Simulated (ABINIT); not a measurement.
**NbInO4 (P2/c): G0W0 with ABINIT, start to end**

How does a plane-wave GW calculation on NbInO4 (P2/c) run from the first input to the gap?

Program: ABINIT 10.8.3. Level of theory: LDA and many-body steps on it, plane waves. Results are calculated unless marked as measured.

**What was measured.**

- Gap 4.7 eV: direct gap from Elliott-Toyozawa fit; diffuse reflectance; 300 K; powder (“Accurate Determination of the Band-Gap Energy of the Rare-Earth Niobate Series”, 2024, arxiv:2401.13477).

Report form: the programs' logs are mostly left out.

## 1. The structure

Symmetry: P2/c, No. 13, monoclinic system. Conventional cell: a = 4.835 Å, b = 5.771 Å, c = 5.144 Å, α = 90.00°, β = 91.13°, γ = 90.00°. Nb has 6 O at 1.88 to 2.15 Å nearest. Nearest to In lie 6 O at 2.10 to 2.23 Å. O has 1 Nb at 1.88 Å and 2 In at 2.15 to 2.23 Å nearest. Nearest to O lie 2 Nb at 1.98 to 2.15 Å and 1 In at 2.10 Å. Farther neighbours and most contacts between anions are not listed.

Coordinates:

```cif
data_structure
_symmetry_space_group_name_H-M 'P 1'
_symmetry_Int_Tables_number 1
_cell_length_a 4.8355
_cell_length_b 5.7709
_cell_length_c 5.1440
_cell_angle_alpha 90.000
_cell_angle_beta 91.130
_cell_angle_gamma 90.000
_cell_volume 143.52
loop_
_atom_site_label
_atom_site_type_symbol
_atom_site_fract_x
_atom_site_fract_y
_atom_site_fract_z
_atom_site_occupancy
Nb1 Nb 0.00000 0.17790 0.25000 1
Nb2 Nb 0.00000 0.82210 0.75000 1
In3 In 0.50000 0.68250 0.25000 1
In4 In 0.50000 0.31750 0.75000 1
O5 O 0.26000 0.61800 0.90100 1
O6 O 0.74000 0.61800 0.59900 1
O7 O 0.74000 0.38200 0.09900 1
O8 O 0.26000 0.38200 0.40100 1
O9 O 0.21700 0.89800 0.43800 1
O10 O 0.78300 0.89800 0.06200 1
O11 O 0.78300 0.10200 0.56200 1
O12 O 0.21700 0.10200 0.93800 1
```

The cell and positions come from the Crystallography Open Database and are kept as given unless a step says otherwise.

## 2. Ground state

This step: ABINIT 10.8.3; DFT, LDA, plane waves, norm-conserving pseudopotentials.

The ground-state density comes first.

Input file run.abi:

```
acell 3*1.0 Angstrom
rprim 
  4.835500000000 0.000000000000 -0.000000000000
  0.000000000000 5.770900000000 0.000000000000
  -0.101444525800 0.000000000000 5.142999611900
ntypat 3
znucl 41 49 8
natom 12
typat 1 1 2 2 3 3 3 3 3 3 3 3
xred 
  0.000000000000 0.177900000000 0.250000000000
  0.000000000000 0.822100000000 0.750000000000
  0.500000000000 0.682500000000 0.250000000000
  0.500000000000 0.317500000000 0.750000000000
  0.260000000000 0.618000000000 0.901000000000
  0.740000000000 0.618000000000 0.599000000000
  0.740000000000 0.382000000000 0.099000000000
  0.260000000000 0.382000000000 0.401000000000
  0.217000000000 0.898000000000 0.438000000000
  0.783000000000 0.898000000000 0.062000000000
  0.783000000000 0.102000000000 0.562000000000
  0.217000000000 0.102000000000 0.938000000000
pp_dirpath "pseudos"
pseudos "Nb.upf, In.upf, O.upf"
ecut 42
ngkpt 4 4 4
nshiftk 1
shiftk 0 0 0
kptopt 1
chksymbreak 0
nband 68
occopt 1
tolvrs 1e-08
nstep 60
prtwf 0
optforces 0
optstress 0
indata_prefix "in"
outdata_prefix "out"
tmpdata_prefix "tmp"
```

Run with:

```
$ OMP_NUM_THREADS=1 mpirun -n 16 abinit run.abi > log
```

Wall time 1.8 min (16 MPI ranks of Arm Neoverse V2, shared host); peak memory 2.1 GiB; 29 min of CPU time.

Numbers from this step:

```
total energy               : -17850.0569 eV
gap                        : 3.247 eV
k of the valence top       : -0.25, 0, 0.25
k of the conduction bottom : 0.25, 0, 0.5
least direct gap           : 3.370 eV
```

The gap is indirect, with the least direct gap 0.12 eV higher.

## 3. Bands along the symmetry lines

Levels along a band path, at the cheap level, show where the edges lie and whether the meshes to come will hold them.

run.abi, as its differences from that of step 2:

```diff
@@ -25,14 +25,45 @@
 ecut 42
-ngkpt 4 4 4
-nshiftk 1
-shiftk 0 0 0
-kptopt 1
-chksymbreak 0
-nband 68
-occopt 1
-tolvrs 1e-08
-nstep 60
+iscf -2
+irdden 1
+kptopt 0
+nkpt 31
+kpt 
+  0.00000000 0.00000000 0.00000000
+  0.00000000 0.16666667 0.00000000
+  0.00000000 0.33333333 0.00000000
+  0.00000000 0.50000000 0.00000000
+  0.00000000 0.50000000 0.16666667
+  0.00000000 0.50000000 0.33333333
+  0.00000000 0.50000000 0.50000000
+  0.00000000 0.33333333 0.50000000
+  0.00000000 0.16666667 0.50000000
+  0.00000000 0.00000000 0.50000000
+  0.00000000 0.00000000 0.33333333
+  0.00000000 0.00000000 0.16666667
+  0.00000000 0.00000000 0.00000000
+  -0.16666667 0.00000000 0.16666667
+  -0.33333333 0.00000000 0.33333333
+  -0.50000000 0.00000000 0.50000000
+  -0.50000000 0.16666667 0.50000000
+  -0.50000000 0.33333333 0.50000000
+  -0.50000000 0.50000000 0.50000000
+  -0.33333333 0.50000000 0.33333333
+  -0.16666667 0.50000000 0.16666667
+  0.00000000 0.50000000 0.00000000
+  -0.16666667 0.50000000 0.00000000
+  -0.33333333 0.50000000 0.00000000
+  -0.50000000 0.50000000 0.00000000
+  -0.50000000 0.33333333 0.00000000
+  -0.50000000 0.16666667 0.00000000
+  -0.50000000 0.00000000 0.00000000
+  -0.33333333 0.00000000 0.00000000
+  -0.16666667 0.00000000 0.00000000
+  0.00000000 0.00000000 0.00000000
+istwfk *1
+nband 65
+nbdbuf 2
+tolwfr 1e-08
+nstep 40
 prtwf 0
-optforces 0
-optstress 0
+prtvol 0
 indata_prefix "in"
```

Wall time 53 s (16 MPI ranks); peak memory 1.8 GiB; 14 min of CPU time.

This step gave:

```
gap                        : 3.316 eV
k of the valence top       : -0.3333, 0, 0.3333
k of the conduction bottom : 0, 0.5, 0
least direct gap           : 3.370 eV
```

The gap is 3.316 eV, +0.069 eV from the run before at this level.

Electronic bands along the path, in eV, zero at the top of the highest filled band:

```
point  band 55  band 56  band 57  band 58  band 59  band 60  band 61  band 62
    Γ    -0.54    -0.52    -0.16    -0.12     3.50     3.94     4.11     4.14
    Z    -0.59    -0.55    -0.35    -0.05     3.32     4.11     4.32     4.44
    D    -0.52    -0.52    -0.35    -0.35     3.56     3.56     4.31     4.31
    B    -0.42    -0.42    -0.23    -0.23     3.36     3.36     4.08     4.08
    Γ    -0.54    -0.52    -0.16    -0.12     3.50     3.94     4.11     4.14
    A    -0.52    -0.52    -0.17    -0.17     3.82     3.82     4.25     4.25
    E    -0.81    -0.81    -0.31    -0.31     3.95     3.95     4.06     4.06
    Z    -0.59    -0.55    -0.35    -0.05     3.32     4.11     4.32     4.44
   C2    -0.68    -0.51    -0.33    -0.16     3.90     3.93     4.14     4.28
   Y2    -0.39    -0.27    -0.25    -0.01     3.91     3.96     3.96     4.39
    Γ    -0.54    -0.52    -0.16    -0.12     3.50     3.94     4.11     4.14
```

## 4. Empty states on the mesh, 2×2×2 mesh, 208 bands

The sums over transitions need many empty states on a uniform mesh; this step solves for them.

Input file run.abi:

```
acell 3*1.0 Angstrom
rprim 
  4.835500000000 0.000000000000 -0.000000000000
  0.000000000000 5.770900000000 0.000000000000
  -0.101444525800 0.000000000000 5.142999611900
ntypat 3
znucl 41 49 8
natom 12
typat 1 1 2 2 3 3 3 3 3 3 3 3
xred 
  0.000000000000 0.177900000000 0.250000000000
  0.000000000000 0.822100000000 0.750000000000
  0.500000000000 0.682500000000 0.250000000000
  0.500000000000 0.317500000000 0.750000000000
  0.260000000000 0.618000000000 0.901000000000
  0.740000000000 0.618000000000 0.599000000000
  0.740000000000 0.382000000000 0.099000000000
  0.260000000000 0.382000000000 0.401000000000
  0.217000000000 0.898000000000 0.438000000000
  0.783000000000 0.898000000000 0.062000000000
  0.783000000000 0.102000000000 0.562000000000
  0.217000000000 0.102000000000 0.938000000000
pp_dirpath "pseudos"
pseudos "Nb.upf, In.upf, O.upf"
ecut 42
ngkpt 2 2 2
nshiftk 1
shiftk 0 0 0
kptopt 1
chksymbreak 0
iscf -2
irdden 1
istwfk *1
nband 208
nbdbuf 18
tolwfr 1e-09
nstep 60
prtvol 0
indata_prefix "in"
outdata_prefix "out"
tmpdata_prefix "tmp"
```

Run with:

```
$ OMP_NUM_THREADS=2 mpirun -n 8 abinit run.abi > log
```

Elapsed: 73 s, on 8 MPI ranks; peak memory 0.96 GiB.

This step gave:

| Quantity | Value |
| --- | --- |
| gap | 3.324 eV |
| k of the valence top | 0.5, 0, 0 |
| k of the conduction bottom | 0, 0.5, 0 |
| least direct gap | 3.370 eV |
| k points computed | 8 |
| lowest point of the top converged band, above the valence top | 48.11 eV |

On this mesh the gap is 3.324 eV. The earlier step found 3.247 eV, so this mesh misses an edge.

## 5. Screening, 2×2×2 mesh, 190 bands, screening to 106.1 eV

The RPA dielectric matrix is built and inverted for each q.

This step: RPA screening on LDA, plane waves, norm-conserving pseudopotentials.

run.abi, as its differences from that of step 4:

```diff
@@ -30,10 +30,11 @@
 chksymbreak 0
-iscf -2
-irdden 1
 istwfk *1
-nband 208
-nbdbuf 18
-tolwfr 1e-09
-nstep 60
-prtvol 0
+occopt 1
+irdwfk 1
+optdriver 3
+nband 190
+ecuteps 3.9
+inclvkb 2
+awtr 1
+symchi 1
 indata_prefix "in"
```

Run with:

```
$ OMP_NUM_THREADS=1 mpirun -n 16 abinit run.abi > log
```

It took 1.7 min on 16 MPI ranks; peak memory 13 GiB; 27 min of CPU time.

This step gave:

```
ε∞ with local fields, on this mesh, along the program's q direction : 5.405
the same without local fields                                       : 5.837
plasma frequency                                                    : 33.38 eV
plane waves in the screening matrix                                 : 361
```

Local fields lower ε∞ by 7 %. On a Γ-centred mesh this coarse the value itself is usually too large, while a short band sum pulls it down.

## 6. Self-energy, 2×2×2 mesh, 190 bands, screening to 106.1 eV

The self-energy is evaluated for the states that the input lists, and the levels follow from it, in one-shot runs by the linearised quasiparticle equation.

This step: G0W0 on LDA, plane waves, norm-conserving pseudopotentials.

run.abi, as its differences from that of step 5:

```diff
@@ -33,8 +33,19 @@
 irdwfk 1
-optdriver 3
+optdriver 4
 nband 190
+gwcalctyp 0
+ecutsigx 42
+symsigma 1
+nkptgw 3
+kptgw 
+  0.5000000000 0.0000000000 0.0000000000
+  0.0000000000 0.5000000000 0.0000000000
+  0.0000000000 0.0000000000 0.0000000000
+bdgw 
+  57 61
+  57 60
+  57 60
 ecuteps 3.9
-inclvkb 2
-awtr 1
-symchi 1
+irdscr 1
+ppmodel 1
 indata_prefix "in"
```

Wall time 13 s (16 MPI ranks); peak memory 4.5 GiB; 3.5 min of CPU time.

Numbers from this step:

* G0W0 gap on the points computed: 5.098 eV
* starting gap on the mesh: 3.324 eV
* k of the valence top: 0, 0.5, 0
* k of the conduction bottom: 0, 0.5, 0
* Z at the valence top: 0.786
* Z at the conduction bottom: 0.825
* least direct G0W0 gap on the computed points: 5.098 eV

The gap on the mesh goes from 3.32 eV to 5.10 eV, a correction of +1.77 eV. The start differs from the 3.25 eV found before because the two sample other k points.

Limits: finite bands, cutoff and mesh; no spin-orbit coupling; coarse k mesh. v1 is the top filled band, c1 the lowest empty one. The levels before and after the correction (eV, zero at the valence-band top of each column):

```
           conduction bottom  valence top
Kohn-Sham               3.32         0.00
     G0W0               5.10         0.00
```

```
                  level  energy (eV)
Kohn-Sham  (0 0.5 0) v2       -0.341
Kohn-Sham  (0 0.5 0) v1       -0.046
Kohn-Sham  (0 0.5 0) c1        3.324
Kohn-Sham  (0 0.5 0) c2        4.119
     G0W0  (0 0.5 0) v2       -0.364
     G0W0  (0 0.5 0) v1        0.000
     G0W0  (0 0.5 0) c1        5.098
     G0W0  (0 0.5 0) c2        5.892
```

## 7. Where the time went

Times are wall times on the hardware named with each run, good to a factor of about two.

```
                          step     time  share  memory (GiB)
                  ground state  1.8 min   31 %           2.1
bands along the symmetry lines     53 s   15 %           1.8
      empty states on the mesh     73 s   21 %          0.96
                     screening  1.7 min   29 %            13
                   self-energy     13 s    4 %           4.5
```

## 8. Outcome

| Property | Result |
| --- | --- |
| LDA gap | 3.25 eV, indirect |
| G0W0 gap on the mesh | 5.10 eV |
| G0W0 gap over the zone (rigid shift) | 5.02 eV |
| GW settings | 2×2×2 mesh, 190 bands, screening to 106.1 eV, Godby-Needs plasmon pole |
| known limits | not at the basis limit; no spin-orbit coupling; coarse k mesh |

In words: G0W0 moves the gap on the mesh from 3.32 eV to 5.10 eV (+1.77 eV), with Z of 0.79 and 0.82 at the edges. The mesh misses the band edges by 0.08 eV in all; a rigid shift gives 5.02 eV for the zone. Local fields lower the RPA ε∞ on this mesh from 5.84 to 5.41; a Γ-centred mesh this coarse tends to raise both, most where the direct gap is narrow, while a short band sum lowers them. Only 3 of the mesh's irreducible points were corrected, so a valley elsewhere could overtake. Against experiment, by G0W0@LDA: the direct gap of 5.10 eV lies +0.40 eV from the measured 4.7 eV (electronic, 300 K, 2024). The calculation has static nuclei and no excitons; a measured gap holds zero-point and thermal motion, which mostly lowers it. Bands and cutoff are finite, so the gap is not at the basis limit. The miss can reach some tenths of an eV and take either sign; the mesh is an error of its own. In the G0W0 run levels were corrected at 3 k points alone, so a gap called «on the mesh» is the least over those, and an edge elsewhere would be missed. A denser mesh or path gives a starting gap of 3.25 eV: the GW mesh misses a band edge, so its gaps are not the fundamental one. The 2×2×2 mesh is coarse for this cell, which bears on the long-range parts of exchange and screening. The many-body steps are scalar-relativistic: spin-orbit coupling is not in them.

[Paths, hosts, dates, memory and timing lines, banners, echoed tables and standing remarks are left out of the program output.]

[Logs are printed without paths, hosts, clocks, repeated set-up lines and the standing remarks that a program may print on its own settings, such as how far it seeks lower states.]

[Runs of the session that timed out or met a known fault of the program may be left out.]

[Hosts, paths, dates, database ids (printed as entryN), source tags and the programs' standing remarks are cut or masked in the printed files.]

[G0W0 gaps are taken among the corrected bands and points alone; a level outside them can change the order at an edge.]

[Where Ansatz stands beside ABINIT at settings called matched, ABINIT's density can come from a denser mesh and the files from another edition; pairs whose starting gaps differed by over 0.03 eV were left out, so agreement reads better than it is.]
